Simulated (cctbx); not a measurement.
**From intensities to atoms**

Cell a = 4.5630 Å, b = 4.5630 Å, c = 4.5630 Å, α = 90.00°, β = 90.00°, γ = 90.00°; space group Pm-3m (no. 221); content Cr3 K1.

The data are simulated with cctbx, not measured: Mo Kα, λ = 0.71073 Å, to d = 0.65 Å, 70 % of the full sphere, strongest reflection 70000 counts, noise from counting, a 3 % proportional error and a noise floor of 4 counts (s.d.); no absorption.

Charge flipping in P1 on normalised amplitudes to 0.65 Å, δ = 1.2 σ, 30 % of the reflections treated as weak, 200 cycles:

```text
cycle      R  skewness
    0  0.646     0.33
   16  0.297     5.59
   32  0.249     5.38
   48  0.223     5.19
   64  0.229     5.21
   80  0.256     5.25
   96  0.246     5.15
  112  0.255     5.18
  128  0.239     5.06
  144  0.249     5.19
  160  0.236     5.10
  176  0.237     5.16
  192  0.232     5.15
origin shift          correlation  skewness
 0.109  0.957  0.548      0.925      4.96
 0.109  0.957  0.048      0.925      4.98
 0.109  0.457  0.548      0.925      4.97
 0.452  0.241  0.970      0.914      0.03
taken: symmetry correlation 0.925, skewness 4.98
peak      x       y       z  mult  height/sigma
Q1    0.0000  0.5000  0.5000    3     12.6
Q2    0.0000  0.0000  0.0000    1     11.5
Q3    0.2524  0.2524  0.2524    8      2.8
Q4    0.5000  0.5000  0.5000    1      2.1
Q5    0.0000  0.0000  0.3748    6      2.0
Q6    0.1847  0.1847  0.5000   12      1.3
Q7    0.0000  0.2554  0.2554   12      1.0
```

The origin is taken among those within 0.04 of the best correlation, by the skewness of the map.

Run time: 1.9 s on 1 thread of Arm Neoverse V2, with other jobs on the host, peak memory 0.07 GiB.

**Question.** Which peaks are atoms, and which elements?

Heights go roughly as Z and multiplicities must add up to the content. First model: Q1 = Cr1 (3 in the cell, height 12.6) and Q2 = K1 (1 in the cell, height 11.5). Against the true structure, Q1 is Cr and Q2 is K; the other peaks are not atoms.

Least squares on F², isotropic:

```text
Rint 0.025, 57 unique reflections to 0.65 A
cycle     R1     wR2    GooF  max shift (A)
   1  0.1677  0.3284  22.735   0.00000
   2  0.0077  0.0262   1.812   0.00000
final R1 0.0077 wR2 0.0262 GooF 1.812  parameters 2  data/parameter 28.5
atom        x        y        z      Ueq    occ   su(xyz)  su(Uiso or U11)
Cr1    0.00000  0.50000  0.50000   0.0055  1.000  0.00000  0.0002
K1     0.00000  0.00000  0.00000   0.0065  1.000  0.00000  0.0002
difference map: max 0.13 min -0.30 rms 0.05
Q1    0.0000  0.3877  0.5000   12    0.14  0.51 A from Cr1
Q2    0.3641  0.5000  0.5000    6    0.13  1.66 A from Cr1
Q3    0.1873  0.5000  0.5000    6    0.12  0.85 A from Cr1
Q4    0.1579  0.1579  0.5000   12    0.11  1.72 A from Cr1
Q5    0.3555  0.3555  0.5000   12    0.10  1.75 A from Cr1
```

Anisotropic refinement:

```text
Rint 0.025, 57 unique reflections to 0.65 A
cycle     R1     wR2    GooF  max shift (A)
   1  0.0077  0.0263   1.840   0.00000
   2  0.0064  0.0156   1.089   0.00000
final R1 0.0064 wR2 0.0156 GooF 1.089  parameters 3  data/parameter 19.0
atom        x        y        z      Ueq    occ   su(xyz)  su(Uiso or U11)
Cr1    0.00000  0.50000  0.50000   0.0055  1.000  0.00000  0.0001
K1     0.00000  0.00000  0.00000   0.0065  1.000  0.00000  0.0001
difference map: max 0.11 min -0.10 rms 0.04
Q1    0.1591  0.1591  0.5000   12    0.11  1.72 A from Cr1
Q2    0.0000  0.3210  0.5000   12    0.11  0.82 A from Cr1
Q3    0.3676  0.5000  0.5000    6    0.10  1.68 A from Cr1
Q4    0.3460  0.3460  0.5000   12    0.10  1.73 A from Cr1
Q5    0.1656  0.5000  0.5000    6    0.09  0.76 A from Cr1
Q6    0.2551  0.2551  0.2551    8    0.08  1.96 A from Cr1
```

**Reading.** The refinement ends at R1 = 0.0064, wR2 = 0.0156, GooF = 1.09, with difference density between -0.10 and 0.11 e/Å³. Every site matches the true model in element, within 0.001 Å r.m.s., up to an allowed shift of origin.

True model:

```csv
atom,mult.,x,y,z,Ueq (Å²)
Cr1,3,1/2,1/2,0,0.0054
K1,1,0,0,0,0.0064
```

The model is made up (kin elements in a known structure type, no relaxation), so it says nothing on whether the phase exists.

[Middle refinement cycles are left out of these outputs.]

[Logs are printed without paths, hosts, clocks, repeated set-up lines and the standing remarks that a program may print on its own settings, such as how far it seeks lower states.]
